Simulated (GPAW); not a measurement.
# Near-edge structure at the O K edge of HfO2 (Fm-3m), part 3 of 4

How does the O K edge of HfO2 (Fm-3m) move when the bonds are compressed or stretched?

GPAW 26.7.0; X-ray absorption from dipole matrix elements to empty bands, plane-wave PAW RPBE.

So far. Step 4 (Spectrum with FCH, O atom 2): The hole costs E(hole) − E(ground) = 528.54 eV, and the lowest empty level of the hole cell on the spectrum's mesh lies at 12.16 eV, which puts the zero at 540.70 eV. One term is added: -8.91 eV, since the hole is spin-paired here and a spin-polarised one costs that much less in the free atom (computed apart). The photon energy is then 531.79 eV. The functional and the charged cell's background leave an error of a few eV in such absolute values.

### 7. Reference energy of the supercell

Level of this step: plane-wave PAW DFT, RPBE, self-consistent field (GPAW).

The cell changes for the next run, so it gets a reference energy of its own.

The cell differs from the one that the last finished run ended in (a 6.137 → 6.201 Å, b 6.137 → 6.201 Å, c 6.137 → 6.201 Å).

File scf.py:

```python
import numpy as np
from ase import Atoms
from ase.parallel import parprint, paropen
from gpaw import GPAW, PW, FermiDirac, Mixer, MixerDif, setup_paths
from gpaw.test import gen
setup_paths.insert(0, '.')
gen('O', name='nch1s', xcname='RPBE', corehole=(1, 0, 0), write_xml=True)
from gpaw.mpi import world
world.barrier()

atoms = Atoms('Hf6O12',
    cell=[[2.5316649, 5.0633298, -2.5316649],
     [5.0633298, -2.5316649, 2.5316649],
     [2.5316649, -5.0633298, -2.5316649]],
    scaled_positions=[[0, 0, 0],
     [0.5, 0, 0.5],
     [0, 0.33333333, 0.33333333],
     [0.5, 0.66666667, 0.16666667],
     [0.5, 0.33333333, 0.83333333],
     [0, 0.66666667, 0.66666667],
     [0.375, 0, 0.125],
     [0.875, 0, 0.625],
     [0.375, 0.33333333, 0.45833333],
     [0.875, 0.66666667, 0.29166667],
     [0.875, 0.33333333, 0.95833333],
     [0.375, 0.66666667, 0.79166667],
     [0.125, 0.33333333, 0.70833333],
     [0.625, 0.33333333, 0.20833333],
     [0.125, 0.66666667, 0.04166667],
     [0.625, 0, 0.875],
     [0.625, 0.66666667, 0.54166667],
     [0.125, 0, 0.375]],
    pbc=True)
atoms.calc = calc = GPAW(legacy_gpaw=True, mode=PW(500, force_complex_dtype=True), xc='RPBE', setups={6: 'nch1s'},
    kpts={'size': (3, 4, 4), 'gamma': True}, occupations=FermiDirac(0.02),
    charge=0, mixer=Mixer(0.1, 5, 50), maxiter=150,
    convergence={'density': 0.0001, 'eigenstates': 1e-6}, txt='scf.txt')
energy = atoms.get_potential_energy() + calc.get_reference_energy()
ef = calc.get_fermi_level()
out = dict(energy=energy, fermi=ef, forces=atoms.get_forces().tolist())
parprint(f'all-electron energy {energy:.4f} eV, Fermi level {ef:.4f} eV')
ev = np.array([[calc.get_eigenvalues(k, s) for k in range(len(calc.get_ibz_k_points()))] for s in range(calc.get_number_of_spins())])
out['homo'], out['lumo'], out['counts'] = ev[ev < ef].max(), ev[ev > ef].min(), sorted(set((ev < ef).sum((0, 2)).tolist()))
out['filled'] = (ev[:, 0] < ef).sum(1).tolist()
import json
with paropen('out.json', 'w') as f:
    json.dump(out, f)
```

Started as:

```bash
$ OMP_NUM_THREADS=1 mpirun -n 4 gpaw python scf.py
```

Numbers of over 12 decimals in the logs are rounded to 6 here.

Output:

```text
Input parameters:
  convergence: {density: 0.0001,
                eigenstates: 1e-06}
  kpts: {gamma: True,
         size: (3, 4, 4)}
  maxiter: 150
  mixer: {backend: pulay,
          beta: 0.1,
          method: separate,
          nmaxold: 5,
          weight: 50}
  mode: {ecut: 500.0,
         force_complex_dtype: True,
         name: pw}
  occupations: {fixmagmom: False,
                name: fermi-dirac,
[...]
2s(2) :    -0.883499     1.082694
*s    :     0.116501
2p(4) :    -0.330146     0.880085
*p    :     0.669854
*d    :     0.000000
--------------------------------

Diagonalizing with gridspacing h=0.050

state   all-electron     PAW
-------------------------------
2s:      -0.883499    -0.884611
2p:      -0.330146    -0.333898
*d:                    0.049600
*f:                    0.077138
-------------------------------
all-electron energy -2484064.7690 eV, Fermi level 9.8583 eV
[key lines of the parts left out:]
Converged after 23 iterations.
Dipole moment: (-0.000003, 0.000006, 0.000003) |e|*Ang
Free energy:   -155.478861
Fermi level: 9.85831
```

It took 66 s on 4 MPI ranks of Intel Xeon Platinum 8375C at 2.90GHz (Ice Lake), shared host; peak memory 0.36 GiB.

Reference energy: -2484064.769 eV with the cores included.

### 8. Spectrum with FCH, O atom 2

Shorter bonds are expected to push antibonding states and scattering resonances up, and longer ones down; the cell is scaled to test that.

Changed against the first core-hole run: volume scale from 1 to 0.97.

File xas.py:

```python
import numpy as np
from ase import Atoms
from ase.parallel import parprint, paropen
from gpaw import GPAW, PW, FermiDirac, Mixer, MixerDif, setup_paths
from gpaw.test import gen
setup_paths.insert(0, '.')
gen('O', name='fch1s', xcname='RPBE', corehole=(1, 0, 1), write_xml=True)
from gpaw.mpi import world
world.barrier()

atoms = Atoms('Hf6O12',
    cell=[[2.5316649, 5.0633298, -2.5316649],
     [5.0633298, -2.5316649, 2.5316649],
     [2.5316649, -5.0633298, -2.5316649]],
    scaled_positions=[[0, 0, 0],
     [0.5, 0, 0.5],
     [0, 0.33333333, 0.33333333],
     [0.5, 0.66666667, 0.16666667],
     [0.5, 0.33333333, 0.83333333],
     [0, 0.66666667, 0.66666667],
     [0.375, 0, 0.125],
     [0.875, 0, 0.625],
     [0.375, 0.33333333, 0.45833333],
     [0.875, 0.66666667, 0.29166667],
     [0.875, 0.33333333, 0.95833333],
     [0.375, 0.66666667, 0.79166667],
     [0.125, 0.33333333, 0.70833333],
     [0.625, 0.33333333, 0.20833333],
     [0.125, 0.66666667, 0.04166667],
     [0.625, 0, 0.875],
     [0.625, 0.66666667, 0.54166667],
     [0.125, 0, 0.375]],
    pbc=True)
atoms.calc = calc = GPAW(legacy_gpaw=True, mode=PW(500, force_complex_dtype=True), xc='RPBE', setups={6: 'fch1s'},
    kpts={'size': (3, 4, 4), 'gamma': True}, occupations=FermiDirac(0.02),
    charge=0, mixer=Mixer(0.1, 5, 50), maxiter=150,
    convergence={'density': 0.0001, 'eigenstates': 1e-6}, txt='scf.txt')
energy = atoms.get_potential_energy() + calc.get_reference_energy()
ef = calc.get_fermi_level()
out = dict(energy=energy, fermi=ef, forces=atoms.get_forces().tolist())
parprint(f'all-electron energy {energy:.4f} eV, Fermi level {ef:.4f} eV')
ev = np.array([[calc.get_eigenvalues(k, s) for k in range(len(calc.get_ibz_k_points()))] for s in range(calc.get_number_of_spins())])
out['homo'], out['lumo'], out['counts'] = ev[ev < ef].max(), ev[ev > ef].min(), sorted(set((ev < ef).sum((0, 2)).tolist()))
out['filled'] = (ev[:, 0] < ef).sum(1).tolist()

from ase.units import Ha
from gpaw.xas import dipole_matrix_elements
nb = int(calc.get_number_of_electrons() / 2) + 149
top, nb = nb, nb + 8 + nb // 12
nscf = calc.fixed_density(kpts={'size': (4, 5, 5), 'gamma': True}, nbands=nb,
    convergence={'bands': top, 'eigenstates': 5e-3}, maxiter=60, txt='nscf.txt')
cell = atoms.cell.array
ops = [cell.T @ U.T @ np.linalg.inv(cell.T) for U in nscf.wfs.kd.symmetry.op_scc]
filled = [72]  # bands filled in the ground state, by spin
E = np.arange(-6, 34, 0.1)
fwhm = np.interp(E, [4, 25], [0.9, 3.5])
Y, X, zero, highest = 0, 0, 1e9, 1e9
for spin in range(nscf.get_number_of_spins()):
    wfs = nscf.wfs
    mine = wfs.bd.get_slice()  # this rank's bands
    A = dipole_matrix_elements(wfs.setups[6])
    eps = np.zeros((wfs.kd.nibzkpts, nb))
    d = np.zeros((3, A.shape[1], wfs.kd.nibzkpts, nb), complex)
    for kpt in wfs.kpt_u:
        if kpt.s == spin and 6 in kpt.P_ani:
            eps[kpt.k, mine] = kpt.eps_n * Ha
            d[:, :, kpt.k, mine] = (kpt.weight * wfs.nspins / 2) ** 0.5 * np.inner(A, kpt.P_ani[6])
    world.sum(eps)
    world.sum(d)
    T = np.einsum('amkn,bmkn->abkn', d, d.conj()).real
    T = sum(np.einsum('ai,ijkn,bj->abkn', R, T, R) for R in ops) / len(ops)
    empty = np.ones_like(eps, bool) & (np.arange(nb) >= filled[spin])
    zero, highest = min(zero, eps[empty].min()), min(highest, eps[:, top - 1].min())
    lines = [(eps, T, empty)] if spin == 0 else lines + [(eps, T, empty)]
for eps, T, empty in lines:
    f = np.einsum('aakn->akn', T).reshape(3, -1)
    x = eps.ravel() - zero
    w = np.interp(x, E, fwhm) / 2.35482
    g = np.exp(-0.5 * ((E[:, None] - x) / w) ** 2) / (w * (2 * np.pi) ** 0.5)
    Y = Y + (f * empty.ravel()) @ g.T
    X = X + (f * ~empty.ravel()) @ g.T
out.update(E=E.round(2).tolist(), xas=Y.tolist(), xes=X.tolist(), zero=zero, valid=highest - zero, nk=len(eps), nb=nb)
for i in range(0, len(E), 10):
    parprint(f'{E[i]:7.2f}', *(f'{v:10.3e}' for v in Y[:, i]))
import json
with paropen('out.json', 'w') as f:
    json.dump(out, f)
```

Started as:

```bash
$ OMP_NUM_THREADS=1 mpirun -n 4 gpaw python xas.py
```

Output:

```text
Input parameters:
  convergence: {density: 0.0001,
                eigenstates: 1e-06}
  kpts: {gamma: True,
         size: (3, 4, 4)}
  maxiter: 150
  mixer: {backend: pulay,
          beta: 0.1,
          method: separate,
          nmaxold: 5,
          weight: 50}
  mode: {ecut: 500.0,
         force_complex_dtype: True,
         name: pw}
  occupations: {fixmagmom: False,
                name: fermi-dirac,
[...]
*p    :    -0.060635
*d    :     0.000000
--------------------------------

Diagonalizing with gridspacing h=0.050

state   all-electron     PAW
-------------------------------
2s:      -1.612178    -1.613629
2p:      -1.060635    -1.066899
*d:                   -0.062946
*f:                   -0.013567
-------------------------------
all-electron energy -2483536.6011 eV, Fermi level 9.5932 eV
[...]
32.00  3.525e-05  3.546e-05  3.525e-05
  33.00  4.421e-05  4.411e-05  4.421e-05
[key lines of the parts left out:]
Converged after 20 iterations.
Dipole moment: (-0.141156, 0.127750, 0.141156) |e|*Ang
Free energy:   -182.577076
Fermi level: 9.59319
```

It took 3.1 min on 4 MPI ranks; peak memory 0.67 GiB.

| E (eV) | first run | this run |
| --- | --- | --- |
| -2.0 | 0.00 | 0.00 |
| -1.0 | 0.00 | 0.00 |
| 0.0 | 0.89 | 0.87 |
| 1.0 | 0.80 | 0.86 |
| 2.0 | 0.19 | 0.13 |
| 3.0 | 2.20 | 1.71 |
| 4.0 | 2.79 | 3.03 |
| 5.0 | 1.33 | 1.60 |
| 6.0 | 0.82 | 0.91 |
| 7.0 | 0.68 | 0.67 |
| 8.0 | 0.92 | 0.72 |
| 9.0 | 1.18 | 1.17 |
| 10.0 | 0.69 | 0.91 |
| 11.0 | 0.56 | 0.58 |
| 12.0 | 0.97 | 0.86 |
| 13.0 | 1.09 | 1.08 |
| 14.0 | 0.91 | 0.96 |
| 15.0 | 0.77 | 0.80 |
| 16.0 | 0.78 | 0.77 |
| 17.0 | 0.82 | 0.81 |
| 18.0 | 0.75 | 0.76 |
| 19.0 | 0.66 | 0.66 |
| 20.0 | 0.71 | 0.66 |
| 21.0 | 0.86 | 0.79 |
| 22.0 | 0.99 | 0.95 |
| 23.0 | 0.97 | 1.01 |
| 24.0 | 0.76 | 0.87 |
| 25.0 | 0.53 | 0.63 |
| 26.0 | 0.38 | 0.44 |
| 27.0 | 0.34 | 0.36 |
| 28.0 | 0.37 | 0.35 |
| 29.0 | 0.42 | 0.39 |
| 30.0 | 0.47 | 0.44 |
| 31.0 | 0.54 | 0.49 |
| 32.0 | 0.66 | 0.56 |

Against the first run the r.m.s. difference is 12 %. The highest intensity below 16 eV goes from 3.6 eV (3.11) to 3.8 eV (3.12).

The photon energy of the zero moves by +0.09 eV.

### 9. Supercell without a hole, the energy reference

The cell changes for the next run, so it gets a reference energy of its own.

The cell differs from the one that the last finished run ended in (a 6.201 → 6.327 Å, b 6.201 → 6.327 Å, c 6.201 → 6.327 Å).

Edit scf.py of step 7 so:

```diff
@@ -11,5 +11,5 @@
 atoms = Atoms('Hf6O12',
-    cell=[[2.5316649, 5.0633298, -2.5316649],
-     [5.0633298, -2.5316649, 2.5316649],
-     [2.5316649, -5.0633298, -2.5316649]],
+    cell=[[2.58282343, 5.16564686, -2.58282343],
+     [5.16564686, -2.58282343, 2.58282343],
+     [2.58282343, -5.16564686, -2.58282343]],
     scaled_positions=[[0, 0, 0],
```

Started as:

```bash
$ OMP_NUM_THREADS=1 mpirun -n 4 gpaw python scf.py
```

Output:

```text
Input parameters:
  convergence: {density: 0.0001,
                eigenstates: 1e-06}
  kpts: {gamma: True,
         size: (3, 4, 4)}
  maxiter: 150
  mixer: {backend: pulay,
          beta: 0.1,
          method: separate,
          nmaxold: 5,
          weight: 50}
  mode: {ecut: 500.0,
         force_complex_dtype: True,
         name: pw}
  occupations: {fixmagmom: False,
                name: fermi-dirac,
[...]
2s(2) :    -0.883499     1.082694
*s    :     0.116501
2p(4) :    -0.330146     0.880085
*p    :     0.669854
*d    :     0.000000
--------------------------------

Diagonalizing with gridspacing h=0.050

state   all-electron     PAW
-------------------------------
2s:      -0.883499    -0.884611
2p:      -0.330146    -0.333898
*d:                    0.049600
*f:                    0.077138
-------------------------------
all-electron energy -2484064.9840 eV, Fermi level 9.2753 eV
[key lines of the parts left out:]
Converged after 21 iterations.
Dipole moment: (-0.000000, 0.000000, 0.000000) |e|*Ang
Free energy:   -155.693889
Fermi level: 9.27534
```

Elapsed: 85 s, on 4 MPI ranks; peak memory 0.38 GiB; 5.7 min of CPU time.

Reference energy: -2484064.984 eV with the cores included.

### 10. Spectrum with FCH, O atom 2

Shorter bonds are expected to push antibonding states and scattering resonances up, and longer ones down; the cell is scaled to test that.

Changed against the first core-hole run: volume scale from 1 to 1.03.

Edit xas.py of step 8 so:

```diff
@@ -11,5 +11,5 @@
 atoms = Atoms('Hf6O12',
-    cell=[[2.5316649, 5.0633298, -2.5316649],
-     [5.0633298, -2.5316649, 2.5316649],
-     [2.5316649, -5.0633298, -2.5316649]],
+    cell=[[2.58282343, 5.16564686, -2.58282343],
+     [5.16564686, -2.58282343, 2.58282343],
+     [2.58282343, -5.16564686, -2.58282343]],
     scaled_positions=[[0, 0, 0],
@@ -47,3 +47,3 @@
 from gpaw.xas import dipole_matrix_elements
-nb = int(calc.get_number_of_electrons() / 2) + 149
+nb = int(calc.get_number_of_electrons() / 2) + 156
 top, nb = nb, nb + 8 + nb // 12
```

Started as:

```bash
$ OMP_NUM_THREADS=1 mpirun -n 4 gpaw python xas.py
```

Output:

```text
Input parameters:
  convergence: {density: 0.0001,
                eigenstates: 1e-06}
  kpts: {gamma: True,
         size: (3, 4, 4)}
  maxiter: 150
  mixer: {backend: pulay,
          beta: 0.1,
          method: separate,
          nmaxold: 5,
          weight: 50}
  mode: {ecut: 500.0,
         force_complex_dtype: True,
         name: pw}
  occupations: {fixmagmom: False,
                name: fermi-dirac,
[...]
*p    :    -0.060635
*d    :     0.000000
--------------------------------

Diagonalizing with gridspacing h=0.050

state   all-electron     PAW
-------------------------------
2s:      -1.612178    -1.613629
2p:      -1.060635    -1.066899
*d:                   -0.062946
*f:                   -0.013567
-------------------------------
all-electron energy -2483536.0952 eV, Fermi level 8.8608 eV
[...]
32.00  4.941e-05  4.922e-05  4.941e-05
  33.00  5.857e-05  5.823e-05  5.857e-05
[key lines of the parts left out:]
Converged after 19 iterations.
Dipole moment: (-0.143657, 0.126637, 0.143657) |e|*Ang
Free energy:   -182.071180
Fermi level: 8.86075
```

The job ended after 4.2 min (4 MPI ranks; peak memory 0.73 GiB; 17 min of CPU time).

| E (eV) | first run | this run |
| --- | --- | --- |
| -2.0 | 0.00 | 0.00 |
| -1.0 | 0.00 | 0.00 |
| 0.0 | 0.89 | 0.90 |
| 1.0 | 0.80 | 0.74 |
| 2.0 | 0.19 | 0.32 |
| 3.0 | 2.20 | 2.60 |
| 4.0 | 2.79 | 2.49 |
| 5.0 | 1.33 | 1.09 |
| 6.0 | 0.82 | 0.78 |
| 7.0 | 0.68 | 0.74 |
| 8.0 | 0.92 | 1.12 |
| 9.0 | 1.18 | 1.06 |
| 10.0 | 0.69 | 0.50 |
| 11.0 | 0.56 | 0.62 |
| 12.0 | 0.97 | 1.06 |
| 13.0 | 1.09 | 1.08 |
| 14.0 | 0.91 | 0.87 |
| 15.0 | 0.77 | 0.75 |
| 16.0 | 0.78 | 0.80 |
| 17.0 | 0.82 | 0.83 |
| 18.0 | 0.75 | 0.73 |
| 19.0 | 0.66 | 0.67 |
| 20.0 | 0.71 | 0.76 |
| 21.0 | 0.86 | 0.92 |
| 22.0 | 0.99 | 1.00 |
| 23.0 | 0.97 | 0.89 |
| 24.0 | 0.76 | 0.65 |
| 25.0 | 0.53 | 0.45 |
| 26.0 | 0.38 | 0.35 |
| 27.0 | 0.34 | 0.35 |
| 28.0 | 0.37 | 0.39 |
| 29.0 | 0.42 | 0.45 |
| 30.0 | 0.47 | 0.51 |
| 31.0 | 0.54 | 0.62 |
| 32.0 | 0.66 | 0.79 |

Against the first run the r.m.s. difference is 12 %. The highest intensity below 16 eV goes from 3.6 eV (3.11) to 3.5 eV (3.09).

The photon energy of the zero moves by -0.10 eV.

### 11. Supercell without a hole, the energy reference

The cell changes for the next run, so it gets a reference energy of its own.

The cell differs from the one that the last finished run ended in (a 6.327 → 6.387 Å, b 6.327 → 6.387 Å, c 6.327 → 6.387 Å).

Edit scf.py of step 9 so:

```diff
@@ -11,5 +11,5 @@
 atoms = Atoms('Hf6O12',
-    cell=[[2.58282343, 5.16564686, -2.58282343],
-     [5.16564686, -2.58282343, 2.58282343],
-     [2.58282343, -5.16564686, -2.58282343]],
+    cell=[[2.60765979, 5.21531959, -2.60765979],
+     [5.21531959, -2.60765979, 2.60765979],
+     [2.60765979, -5.21531959, -2.60765979]],
     scaled_positions=[[0, 0, 0],
```

Started as:

```bash
$ OMP_NUM_THREADS=1 mpirun -n 4 gpaw python scf.py
```

Output:

```text
Input parameters:
  convergence: {density: 0.0001,
                eigenstates: 1e-06}
  kpts: {gamma: True,
         size: (3, 4, 4)}
  maxiter: 150
  mixer: {backend: pulay,
          beta: 0.1,
          method: separate,
          nmaxold: 5,
          weight: 50}
  mode: {ecut: 500.0,
         force_complex_dtype: True,
         name: pw}
  occupations: {fixmagmom: False,
                name: fermi-dirac,
[...]
2s(2) :    -0.883499     1.082694
*s    :     0.116501
2p(4) :    -0.330146     0.880085
*p    :     0.669854
*d    :     0.000000
--------------------------------

Diagonalizing with gridspacing h=0.050

state   all-electron     PAW
-------------------------------
2s:      -0.883499    -0.884611
2p:      -0.330146    -0.333898
*d:                    0.049600
*f:                    0.077138
-------------------------------
all-electron energy -2484064.7425 eV, Fermi level 8.9295 eV
[key lines of the parts left out:]
Converged after 26 iterations.
Dipole moment: (0.000000, -0.000000, -0.000000) |e|*Ang
Free energy:   -155.452392
Fermi level: 8.92954
```

The job ended after 2.3 min (4 MPI ranks; peak memory 0.42 GiB).

Reference energy: -2484064.743 eV with the cores included.

(Part 3 of 4 ends here.)

[Banner, clock and machine lines of the logs are left out without a mark of their own.]

[Logs are printed without paths, hosts, clocks, repeated set-up lines and the standing remarks that a program may print on its own settings, such as how far it seeks lower states.]

[Hosts, paths, dates, database ids (printed as entryN), source tags and the programs' standing remarks are cut or masked in the printed files.]

[Lists of maxima count a maximum above −3 eV only where it reaches 4 % of the highest in the window and stands out from its surroundings by 2 % of it (1.5 % where it reaches 55 %); shoulders and weaker maxima are passed over, and of the rest the first, up to two pre-edge ones and the few strongest are named.]
